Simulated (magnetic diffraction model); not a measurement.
# PrFe2Sn2 below its ordering temperature

Space group I4/mmm (no. 139), a = 4.3330 Å, c = 11.0580 Å.

```
site  atom    x    y       z
  2a    Pr    0    0       0
  4e    Sn  1/2  1/2  0.1312
  4d    Fe  1/2    0     1/4
```

The compound is invented for this exercise: a known structure type with other elements, its cell scaled to their sizes and not relaxed.

Only Pr and Fe are taken to order (form factors of Pr3+ and Fe2+); orders and moment sizes are assumed, and not adapted to the symmetry. Radiation: neutrons of λ = 2.0775 Å, 8° to 85°; isotropic B of 0.48 Å² (Pr), 0.59 Å² (Sn) and 0.84 Å² (Fe). The intensities are simulated: I ∝ L Σ (|F_N|² + |F_M⊥|²) for unpolarised neutrons, with F_M = 2.695 fm/μB × Σ f(s) S exp(2πi Q·r) exp(−B s²) at Q = H ± k (one set where k and −k are equivalent), only the part normal to Q counting and L = 1/(sin²θ cos θ). For collinear order S is the moment m, which repeats by lattice and centring translations R with the sign exp(−2πi k·R). Form factors are spin-only for 3d ions and dipole or tabulated for f ions, scattering lengths are Sears's of 1992, and absorption is left out. A label names one of the reflections at its angle. The strongest nuclear line in the range is 100, and lines under 0.2 are left out.

Above the ordering temperature:

```csv
2θ (°),index,I
21.66,(0 0 2),47.9
29.84,(1 0 1),6.6
39.64,(1 1 0),0.4
43.43,(1 0 3),45.1
44.14,(0 0 4),6.5
45.61,(1 1 2),100.0
57.30,(2 0 0),85.6
60.81,(1 1 4),84.3
61.99,(2 0 2),26.4
63.65,(1 0 5),15.1
65.94,(2 1 1),3.2
68.61,(0 0 6),3.1
74.55,(2 1 3),37.0
75.06,(2 0 4),10.4
82.25,(1 1 6),53.0
```

Below it (cell unchanged):

```tsv
2θ (°)	I
21.66	47.9
27.74	6.2
29.84	6.6
35.47	4.5
39.64	0.4
41.20	14.2
43.43	45.1
44.14	6.5
45.61	100.0
52.32	4.7
52.94	0.9
57.30	85.6
58.49	5.5
60.81	84.3
61.99	26.4
63.65	15.1
64.83	1.9
65.94	3.2
67.58	2.8
68.61	3.1
69.22	3.0
70.80	1.1
74.55	37.0
75.06	10.4
75.54	0.2
81.78	1.6
82.25	53.0
84.32	1.0
```

**Question.** Find the propagation vector, then choose among these models:
A. collinear moments along [001], 1.9 μB on Pr and 1.59 μB on Fe; signs + at (0, 0, 0), − at (1/2, 0, 1/4), − at (0, 1/2, 1/4)
B. collinear moments along [010], 1.9 μB on Pr and 1.59 μB on Fe; signs + at (0, 0, 0), − at (1/2, 0, 1/4), − at (0, 1/2, 1/4)
C. collinear moments along [010], 1.9 μB on Pr and 1.59 μB on Fe; signs + at (0, 0, 0), + at (1/2, 0, 1/4), + at (0, 1/2, 1/4)
D. collinear moments along [001], 1.9 μB on Pr and 1.59 μB on Fe; signs + at (0, 0, 0), + at (1/2, 0, 1/4), + at (0, 1/2, 1/4)

The new lines index as (1 0 0) at 27.74°, (1 0 2) at 35.47°, (1 1 1) at 41.20° and (1 1 3) at 52.32°, that is as H ± k with k = (0 1 0). The indices are whole but break the lattice centring, so the moments reverse under a centring translation, those with k·t a half-integer.

Magnetic intensity, observed (below minus above) and for each model:

| 2θ (°) | index | observed | A | B | C | D |
| --- | --- | --- | --- | --- | --- | --- |
| 10.78 | (0 0 1) | <0.2 | <0.2 | 78.8 | 78.8 | <0.2 |
| 27.74 | (1 0 0) | 6.2 | 6.2 | 3.1 | 3.1 | 6.2 |
| 32.74 | (0 0 3) | <0.2 | <0.2 | 6.9 | 6.9 | <0.2 |
| 41.20 | (1 1 1) | 14.2 | 14.2 | 8.2 | 8.2 | 14.2 |
| 52.94 | (1 0 4) | 0.9 | 0.9 | 2.6 | 2.6 | 0.9 |
| 56.03 | (0 0 5) | <0.2 | <0.2 | 1.6 | 1.6 | <0.2 |
| 58.49 | (2 0 1) | 5.5 | 5.5 | 3.0 | 3.0 | 5.5 |
| 70.80 | (1 1 5) | 1.1 | 1.1 | 2.7 | 2.7 | 1.1 |

Models A and D match alike on every line, so these data can't choose among them (such ties are often domains of one structure).

The absence at (0 0 1) is telling: Q lies along the moments there, so the part normal to Q vanishes.

The structure used: k = (0 1 0), collinear moments along [001], 1.9 μB on Pr and 1.59 μB on Fe; signs + at (0, 0, 0), − at (1/2, 0, 1/4), − at (0, 1/2, 1/4).

[Logs are printed without paths, hosts, clocks, repeated set-up lines and the standing remarks that a program may print on its own settings, such as how far it seeks lower states.]
